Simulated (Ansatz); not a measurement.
# Cs on Rh(111): change of the work function, part 2 of 3

Aim: the work function of Rh(111) at several coverages of Cs (fcc site), and the dipole that each adsorbate carries.

Ansatz 0.2.0; plane-wave DFT, PBE, Ansatz PAW.

So far, work function, upper face (eV): step 2 (the clean slab) 5.17.

## (3) The covered slab, k-mesh 4×4×1, coverage 0.111 ML

System of this step: Cs/Rh(111). The cell holds 37 atoms: 36 Rh and 1 Cs. Cell: a = 8.061 Å, b = 8.061 Å, c = 28.234 Å, α = 90.0°, β = 90.0°, γ = 60.0°. Vacuum lies along c.

The clean slab as it ended is repeated in the plane and the adsorbate is set on one face; the cell's size fixes the coverage, and the k-mesh shrinks with it to keep the sampling density about even. Adsorbate and upper layers relax, since the dipole depends on the height.

File input.yaml:

```yaml
crystal:
  lattice:
    - [8.0610173054, -1.0e-10, 0.0]
    - [4.0305086528, 6.9810457668, 0.0]
    - [0.0, 0.0, 28.2344550838]
  atoms:
    - { symbol: Rh, position: [0.0, 0.0, 0.3187594722] }
    - { symbol: Rh, position: [0.1111111111, 0.1111111111, 0.3964635049] }
    - { symbol: Rh, position: [0.2222222222, 0.2222222222, 0.4740338714] }
    - { symbol: Rh, position: [0.0, 0.0, 0.5515888451] }
    - { symbol: Rh, position: [0.0, 0.3333333333, 0.3187594722] }
    - { symbol: Rh, position: [0.1111111111, 0.4444444444, 0.3964635049] }
    - { symbol: Rh, position: [0.2222222222, 0.5555555556, 0.4740338714] }
    - { symbol: Rh, position: [0.0, 0.3333333333, 0.5515888451] }
    - { symbol: Rh, position: [0.0, 0.6666666667, 0.3187594722] }
    - { symbol: Rh, position: [0.1111111111, 0.7777777778, 0.3964635049] }
    - { symbol: Rh, position: [0.2222222222, 0.8888888889, 0.4740338714] }
    - { symbol: Rh, position: [0.0, 0.6666666667, 0.5515888451] }
    - { symbol: Rh, position: [0.3333333333, 0.0, 0.3187594722] }
    - { symbol: Rh, position: [0.4444444444, 0.1111111111, 0.3964635049] }
    - { symbol: Rh, position: [0.5555555556, 0.2222222222, 0.4740338714] }
    - { symbol: Rh, position: [0.3333333333, 0.0, 0.5515888451] }
    - { symbol: Rh, position: [0.3333333333, 0.3333333333, 0.3187594722] }
    - { symbol: Rh, position: [0.4444444444, 0.4444444444, 0.3964635049] }
    - { symbol: Rh, position: [0.5555555556, 0.5555555556, 0.4740338714] }
    - { symbol: Rh, position: [0.3333333333, 0.3333333333, 0.5515888451] }
    - { symbol: Rh, position: [0.3333333333, 0.6666666667, 0.3187594722] }
    - { symbol: Rh, position: [0.4444444444, 0.7777777778, 0.3964635049] }
    - { symbol: Rh, position: [0.5555555556, 0.8888888889, 0.4740338714] }
    - { symbol: Rh, position: [0.3333333333, 0.6666666667, 0.5515888451] }
    - { symbol: Rh, position: [0.6666666667, 0.0, 0.3187594722] }
    - { symbol: Rh, position: [0.7777777778, 0.1111111111, 0.3964635049] }
    - { symbol: Rh, position: [0.8888888889, 0.2222222222, 0.4740338714] }
    - { symbol: Rh, position: [0.6666666667, 0.0, 0.5515888451] }
    - { symbol: Rh, position: [0.6666666667, 0.3333333333, 0.3187594722] }
    - { symbol: Rh, position: [0.7777777778, 0.4444444444, 0.3964635049] }
    - { symbol: Rh, position: [0.8888888889, 0.5555555556, 0.4740338714] }
    - { symbol: Rh, position: [0.6666666667, 0.3333333333, 0.5515888451] }
    - { symbol: Rh, position: [0.6666666667, 0.6666666667, 0.3187594722] }
    - { symbol: Rh, position: [0.7777777778, 0.7777777778, 0.3964635049] }
    - { symbol: Rh, position: [0.8888888889, 0.8888888889, 0.4740338714] }
    - { symbol: Rh, position: [0.6666666667, 0.6666666667, 0.5515888451] }
    - { symbol: Cs, position: [0.1111111111, 0.1111111111, 0.6812405278] }
kpoints:
  mp_grid: { grid: [4, 4, 1] }
hamiltonian:
  xc: pbe
scf:
  occupations: { method: fermi_dirac, width: 0.1 }
  convergence: { dr2_threshold: 1.0e-08 }
efield:
  axis: 3
  dipole_correction: true
  ramp_position: 0.97
  ramp_width: 0.06
relax:
  f_tol: 0.02
  max_steps: 60
  constraints:
    - { sites: [0, 1, 4, 5, 8, 9, 12, 13, 16, 17, 20, 21, 24, 25, 28, 29, 32, 33] }
output:
  write_potential: true
  write_density: true
  volumetric_format: npy
```

Run with:

```console
$ ansatz run input.yaml --threads 4 --pin off --max-ram 16384MiB --backend cpu --events-out ev --progress --plain --runs-dir out
```

Numbers of over 12 decimals in the logs are rounded to 6 here.

Log:

```text
[...]
Crystal: 37 atoms, lattice volume = 1588.875 Å³
Basis set: ecut = 420 eV, 31241 PW (Γ), exchange–correlation on 108×108×384 points (8 copies of the dense FFT grid, shifted against one another)
Bands: 373, of which v1, the nominal top of the filled ones, is band 311 counted from 1 (310 counted from 0)
Symmetry: 6 space group operations
[...]
k-points: 4 of 16 (time reversal used)
[...]
SCF iter   1: F=—  HF=-236163.107295 eV  |F-HF|=—  |Δ(HF+E_count)|=         —  Δρ=8.04e-3  dr2=2.44e1  ethr=1.77e-3  p=1.510 e·Å  D=1.72e-1 V/Å  ΔV_dip=-4.85 eV  dr2_dipole=1.80e1  V_vac-E_F(+/−)=0.20/5.06 eV  ⟨swp⟩=7.0  Hψ=5950  notcnv=0  defer=16
[...]
SCF iter  13: F=-236162.734228 eV  HF=-236162.734228 eV  |F-HF|=1.08e-9  |Δ(HF+E_count)|=   5.44e-8  Δρ=2.98e-7  dr2=3.10e-9  ethr=1.61e-12  p=1.232 e·Å  D=1.40e-1 V/Å  ΔV_dip=-3.96 eV  dr2_dipole=3.83e-10  V_vac-E_F(+/−)=1.21/5.18 eV  ⟨swp⟩=9.5  Hψ=10104  notcnv=0
SCF 1 converged in 13 iterations: F = -236162.734228 eV  dr2 = 3.10e-9
[...]
relax step   1: F+E_penalty+E_count = -236162.73422841 eV  Δ(F+E_penalty+E_count) = +0.000e0 eV  max|allowed force component| = 8.359e-1 eV/Å  Δτ_max = 0.0000 Å  (13 SCF iters, accepted)
[...]
SCF iter   9: F=-236162.847920 eV  HF=-236162.847920 eV  |F-HF|=2.16e-8  |Δ(HF+E_count)|=   1.08e-7  Δρ=4.16e-7  dr2=7.53e-9  ethr=1.61e-12  p=1.201 e·Å  D=1.37e-1 V/Å  ΔV_dip=-3.86 eV  dr2_dipole=3.25e-10  V_vac-E_F(+/−)=1.32/5.18 eV  ⟨swp⟩=10.0  Hψ=10706  notcnv=0
SCF 2 converged in 9 iterations: F = -236162.847920 eV  dr2 = 7.53e-9
[...]
relax step   2: F+E_penalty+E_count = -236162.84791960 eV  Δ(F+E_penalty+E_count) = -1.137e-1 eV  max|allowed force component| = 7.342e-1 eV/Å  Δτ_max = 0.1415 Å  (9 SCF iters, accepted)
SCF iter   1: F=—  HF=-236162.978058 eV  |F-HF|=—  |Δ(HF+E_count)|=         —  Δρ=2.34e-3  dr2=5.38e-1  ethr=9.05e-4  p=1.201 e·Å  D=1.37e-1 V/Å  ΔV_dip=-3.86 eV  dr2_dipole=1.56e-1  V_vac-E_F(+/−)=1.32/5.19 eV  ⟨swp⟩=4.2  Hψ=3140  notcnv=0  defer=46
[...]
SCF iter  10: F=-236162.972841 eV  HF=-236162.972841 eV  |F-HF|=1.03e-8  |Δ(HF+E_count)|=   3.64e-8  Δρ=2.33e-7  dr2=1.03e-9  ethr=1.61e-12  p=1.117 e·Å  D=1.27e-1 V/Å  ΔV_dip=-3.59 eV  dr2_dipole=3.64e-13  V_vac-E_F(+/−)=1.59/5.18 eV  ⟨swp⟩=9.0  Hψ=9713  notcnv=0
SCF 3 converged in 10 iterations: F = -236162.972841 eV  dr2 = 1.03e-9
[...]
relax step   3: F+E_penalty+E_count = -236162.97284146 eV  Δ(F+E_penalty+E_count) = -1.249e-1 eV  max|allowed force component| = 4.691e-1 eV/Å  Δτ_max = 0.1924 Å  (10 SCF iters, accepted)
[...]
relax step   4: F+E_penalty+E_count = -236163.03110259 eV  Δ(F+E_penalty+E_count) = -5.826e-2 eV  max|allowed force component| = 1.005e-1 eV/Å  Δτ_max = 0.1973 Å  (10 SCF iters, accepted)
[...]
relax step   5: F+E_penalty+E_count = -236163.03392487 eV  Δ(F+E_penalty+E_count) = -2.822e-3 eV  max|allowed force component| = 3.289e-2 eV/Å  Δτ_max = 0.0396 Å  (8 SCF iters, accepted)
SCF iter   1: F=—  HF=-236163.031164 eV  |F-HF|=—  |Δ(HF+E_count)|=         —  Δρ=3.27e-4  dr2=1.09e-2  ethr=4.89e-7  p=1.005 e·Å  D=1.14e-1 V/Å  ΔV_dip=-3.23 eV  dr2_dipole=3.46e-3  V_vac-E_F(+/−)=1.95/5.18 eV  ⟨swp⟩=4.2  Hψ=2999  notcnv=0  defer=65
[...]
SCF iter   8: F=-236163.034209 eV  HF=-236163.034209 eV  |F-HF|=1.45e-8  |Δ(HF+E_count)|=   7.94e-8  Δρ=1.81e-7  dr2=9.40e-10  ethr=1.61e-12  p=0.996 e·Å  D=1.13e-1 V/Å  ΔV_dip=-3.20 eV  dr2_dipole=1.25e-11  V_vac-E_F(+/−)=1.98/5.18 eV  ⟨swp⟩=9.0  Hψ=9620  notcnv=0
SCF 6 converged in 8 iterations: F = -236163.034209 eV  dr2 = 9.40e-10
relax step   6: F+E_penalty+E_count = -236163.03420907 eV  Δ(F+E_penalty+E_count) = -2.842e-4 eV  max|allowed force component| = 7.984e-3 eV/Å  Δτ_max = 0.0144 Å  (8 SCF iters, accepted)
NSCF: frozen V_eff on 4 k-points
[...]
SCF converged after 8 iterations
Free energy (F): -236163.034209 eV
[...]
Internal energy: -236161.107432 eV  (E = F + TS)
E sigma→0 (E₀):  -236162.070821 eV
Entropy (-TS):   -1.926777 eV (-52.075 meV/atom)
Fermi energy:    4.839536 eV
Dipole field:    D = 0.113447 V/Å  (p = 0.996146 e·Å, saw-weighted, corrected)
Work function:   Φ+ = 1.9798 eV   Φ− = 5.1829 eV
[...]
--- Forces (eV/Å), atoms counted from 1 ---
  atom   1  Rh    -0.00522966    -0.00301934     0.04233192
  atom   2  Rh    -0.00000000     0.00000000    -0.02244574
  atom   3  Rh    -0.00078150    -0.00045120     0.00035232
  atom   4  Rh    -0.00427859    -0.00247024    -0.00719155
  atom   5  Rh     0.00000000     0.00603869     0.04233192
  atom   6  Rh     0.01036694     0.00469667    -0.04780781
  atom   7  Rh    -0.00029468     0.00017013     0.00047923
  atom   8  Rh     0.00000000     0.00494049    -0.00719155
  atom   9  Rh    -0.00775165     0.00447541     0.04282483
  atom  10  Rh     0.00111603    -0.01132637    -0.04780781
  atom  11  Rh     0.00000000     0.00090240     0.00035232
  atom  12  Rh     0.00000609    -0.00000352    -0.00152334
  atom  13  Rh     0.00522966    -0.00301934     0.04233192
  atom  14  Rh     0.00925091     0.00662970    -0.04780781
  atom  15  Rh    -0.00000000    -0.00034027     0.00047923
  atom  16  Rh     0.00427859    -0.00247024    -0.00719155
  atom  17  Rh    -0.00211528    -0.00122126     0.04089021
  atom  18  Rh     0.00000000     0.00000000     0.00041006
  atom  19  Rh     0.00029468     0.00017013     0.00047923
  atom  20  Rh     0.00218102     0.00125921    -0.00158944
  atom  21  Rh     0.00000000     0.00244251     0.04089021
  atom  22  Rh    -0.00111603    -0.01132637    -0.04780781
  atom  23  Rh    -0.00036422     0.00021028     0.00152534
  atom  24  Rh    -0.00000000    -0.00251842    -0.00158944
  atom  25  Rh    -0.00000000    -0.00895083     0.04282483
  atom  26  Rh    -0.00925091     0.00662970    -0.04780781
  atom  27  Rh     0.00078150    -0.00045120     0.00035232
  atom  28  Rh     0.00000000     0.00000704    -0.00152334
  atom  29  Rh     0.00211528    -0.00122126     0.04089021
  atom  30  Rh    -0.01036694     0.00469667    -0.04780781
  atom  31  Rh    -0.00000000    -0.00042057     0.00152534
  atom  32  Rh    -0.00218102     0.00125921    -0.00158944
  atom  33  Rh     0.00775165     0.00447541     0.04282483
  atom  34  Rh    -0.00000000     0.00000000    -0.05341489
  atom  35  Rh     0.00036422     0.00021028     0.00152534
  atom  36  Rh    -0.00000609    -0.00000352    -0.00152334
  atom  37  Cs     0.00000000     0.00000000     0.00798358
  max |Σ_I F_I| component: 1.53e-5 eV/Å
--- Band table (eV) ---
  k-point 0: bands = [... 307 lower, 4.7525, 4.7525, 4.7527, 4.8092, 4.8092, 4.8107, 4.8153, 4.8153, ... 58 higher]
  k-point 1: bands = [... 307 lower, 4.7969, 4.8041, 4.8141, 4.8401, 4.8680, 4.9415, 4.9471, 4.9721, ... 58 higher]
  k-point 2: bands = [... 307 lower, 4.6816, 4.8269, 4.8300, 4.9672, 4.9700, 4.9898, 4.9937, 5.0111, ... 58 higher]
  k-point 3: bands = [... 307 lower, 4.6809, 4.8422, 4.8774, 4.8924, 4.9573, 4.9880, 4.9925, 5.0646, ... 58 higher]
--- Relaxed structure (6 steps of the walk, 6 accepted, 0 SCFs on fresh bases) ---
  F+E_penalty+E_count = -236163.03420907 eV   max|allowed force component| = 7.984e-3 eV/Å
  atoms:
    - { symbol: Rh, position: [1.1111113280699722e-11, 1.1111113280699722e-11, 0.3187594722] }
    - { symbol: Rh, position: [0.111111, 0.111111, 0.3964635049] }
    - { symbol: Rh, position: [0.222291, 0.222291, 0.474061] }
    - { symbol: Rh, position: [-0.000542805, -0.000542805, 0.551469] }
    - { symbol: Rh, position: [1.1111084274872951e-11, 0.333333, 0.3187594722] }
    - { symbol: Rh, position: [0.111111, 0.444444, 0.3964635049] }
    - { symbol: Rh, position: [0.222190, 0.555572, 0.474317] }
    - { symbol: Rh, position: [-0.000542805, 0.334419, 0.551469] }
    - { symbol: Rh, position: [-2.2222279572048365e-11, 0.666667, 0.3187594722] }
    - { symbol: Rh, position: [0.111111, 0.777778, 0.3964635049] }
    - { symbol: Rh, position: [0.222291, 0.888751, 0.474061] }
    - { symbol: Rh, position: [1.4334804758930897e-5, 0.666659, 0.552098] }
    - { symbol: Rh, position: [0.333333, 1.111111328069972e-11, 0.3187594722] }
    - { symbol: Rh, position: [0.444444, 0.111111, 0.3964635049] }
    - { symbol: Rh, position: [0.555572, 0.222190, 0.474317] }
    - { symbol: Rh, position: [0.334419, -0.000542805, 0.551469] }
    - { symbol: Rh, position: [0.333333, 0.333333, 0.3187594722] }
    - { symbol: Rh, position: [0.444444, 0.444444, 0.3964635049] }
    - { symbol: Rh, position: [0.555572, 0.555572, 0.474317] }
    - { symbol: Rh, position: [0.333262, 0.333262, 0.552152] }
    - { symbol: Rh, position: [0.333333, 0.666667, 0.3187594722] }
    - { symbol: Rh, position: [0.444444, 0.777778, 0.3964635049] }
    - { symbol: Rh, position: [0.556003, 0.888665, 0.474030] }
    - { symbol: Rh, position: [0.333262, 0.666809, 0.552152] }
    - { symbol: Rh, position: [0.666667, -2.2222204306928902e-11, 0.3187594722] }
    - { symbol: Rh, position: [0.777778, 0.111111, 0.3964635049] }
    - { symbol: Rh, position: [0.888751, 0.222291, 0.474061] }
    - { symbol: Rh, position: [0.666659, 1.4334804758936247e-5, 0.552098] }
    - { symbol: Rh, position: [0.666667, 0.333333, 0.3187594722] }
    - { symbol: Rh, position: [0.777778, 0.444444, 0.3964635049] }
    - { symbol: Rh, position: [0.888665, 0.556003, 0.474030] }
    - { symbol: Rh, position: [0.666809, 0.333262, 0.552152] }
    - { symbol: Rh, position: [0.666667, 0.666667, 0.3187594722] }
    - { symbol: Rh, position: [0.777778, 0.777778, 0.3964635049] }
    - { symbol: Rh, position: [0.888665, 0.888665, 0.474030] }
    - { symbol: Rh, position: [0.666659, 0.666659, 0.552098] }
    - { symbol: Cs, position: [0.111111, 0.111111, 0.660515] }
```

The job ended after 15 min (4 threads of Arm Neoverse V1, shared host; peak memory 9.8 GiB; 44 min of CPU time).

Relaxation path:

```
step  energy less that of the first step (eV)  largest force component (eV/Å)
   1                                   0.0000                          0.8359
   2                                  -0.1137                          0.7342
   3                                  -0.2386                          0.4691
   4                                  -0.2969                          0.1005
   5                                  -0.2997                          0.0329
   6                                  -0.3000                          0.0080
```

Forces are held to the 6 operations that the run works with; a distortion that breaks them can't arise in this run.

The atoms that moved most (Å):

```
atom      dx     dy      dz  length
Cs37   0.000  0.000  -0.585   0.585
Rh24   0.000  0.001   0.016   0.016
Rh20  -0.001  0.000   0.016   0.016
Rh32   0.001  0.000   0.016   0.016
Rh28   0.000  0.000   0.014   0.014
Rh12   0.000  0.000   0.014   0.014
Rh36   0.000  0.000   0.014   0.014
 Rh8   0.000  0.008  -0.003   0.008
```

Final coordinates:

```xyz
37
Lattice="8.0610 0.0000 0.0000 4.0305 6.9810 0.0000 0.0000 0.0000 28.2345" Properties=species:S:1:pos:R:3
Rh    0.0000    0.0000    9.0000
Rh    1.3435    0.7757   11.1939
Rh    2.6878    1.5518   13.3849
Rh   -0.0066   -0.0038   15.5704
Rh    1.3435    2.3270    9.0000
Rh    2.6870    3.1027   11.1939
Rh    4.0303    3.8785   13.3921
Rh    1.3435    2.3346   15.5704
Rh    2.6870    4.6540    9.0000
Rh    4.0305    5.4297   11.1939
Rh    5.3740    6.2044   13.3849
Rh    2.6871    4.6540   15.5882
Rh    2.6870    0.0000    9.0000
Rh    4.0305    0.7757   11.1939
Rh    5.3740    1.5511   13.3921
Rh    2.6936   -0.0038   15.5704
Rh    4.0305    2.3270    9.0000
Rh    5.3740    3.1027   11.1939
Rh    6.7177    3.8785   13.3921
Rh    4.0296    2.3265   15.5897
Rh    5.3740    4.6540    9.0000
Rh    6.7175    5.4297   11.1939
Rh    8.0637    6.2038   13.3840
Rh    5.3740    4.6550   15.5897
Rh    5.3740    0.0000    9.0000
Rh    6.7175    0.7757   11.1939
Rh    8.0602    1.5518   13.3849
Rh    5.3740    0.0001   15.5882
Rh    6.7175    2.3270    9.0000
Rh    8.0610    3.1027   11.1939
Rh    9.4045    3.8815   13.3840
Rh    6.7184    2.3265   15.5897
Rh    8.0610    4.6540    9.0000
Rh    9.4045    5.4297   11.1939
Rh   10.7453    6.2038   13.3840
Rh    8.0609    4.6540   15.5882
Cs    1.3435    0.7757   18.6493
```

This step gave:

```yaml
energy_at_zero_smearing: -236162.0708 eV
work_function_upper_face: 1.980 eV
work_function_lower_face: 5.183 eV
dipole_along_the_normal: 0.9961 e·Å
step_between_the_vacuum_levels: -3.203 eV
```

Running mean over 2.194 Å of the planar mean; the ramp of the sawtooth is left out. Electron's electrostatic potential energy less the Fermi level against z:

```
z (Å)  electron's electrostatic potential energy less the Fermi level (eV)
    4                                                                 5.18
    5                                                                 5.18
    6                                                                 5.11
    7                                                                 4.16
    8                                                                -5.56
    9                                                                -12.7
   10                                                                -13.1
   11                                                                -13.2
   12                                                                -13.3
   13                                                                -13.3
   14                                                                -13.1
   15                                                                -13.0
   16                                                                -11.6
   17                                                               -0.901
   18                                                                 1.87
   19                                                                0.976
   20                                                                 1.43
   21                                                                 1.93
   22                                                                 1.97
   23                                                                 1.98
   24                                                                 1.98
   25                                                                 1.98
```

The relaxation took 6 steps and lowered the energy by 0.30 eV; the largest force on the free atoms ends at 0.0080 eV/Å.

The covered face has 1.98 eV, -3.19 eV against the clean one; the bare back face has moved by +0.01 eV, a measure of how thin the slab is.

(Part 2 of 3 ends here.)

[Logs are printed without paths, hosts, clocks, repeated set-up lines and the standing remarks that a program may print on its own settings, such as how far it seeks lower states.]

[Hosts, paths, dates, database ids (printed as entryN), source tags and the programs' standing remarks are cut or masked in the printed files.]

[Maps of the electrostatic potential energy from Ansatz leave out the sawtooth potential of an applied field or a dipole correction, so their vacuum need not be flat; planar profiles and work functions include it.]
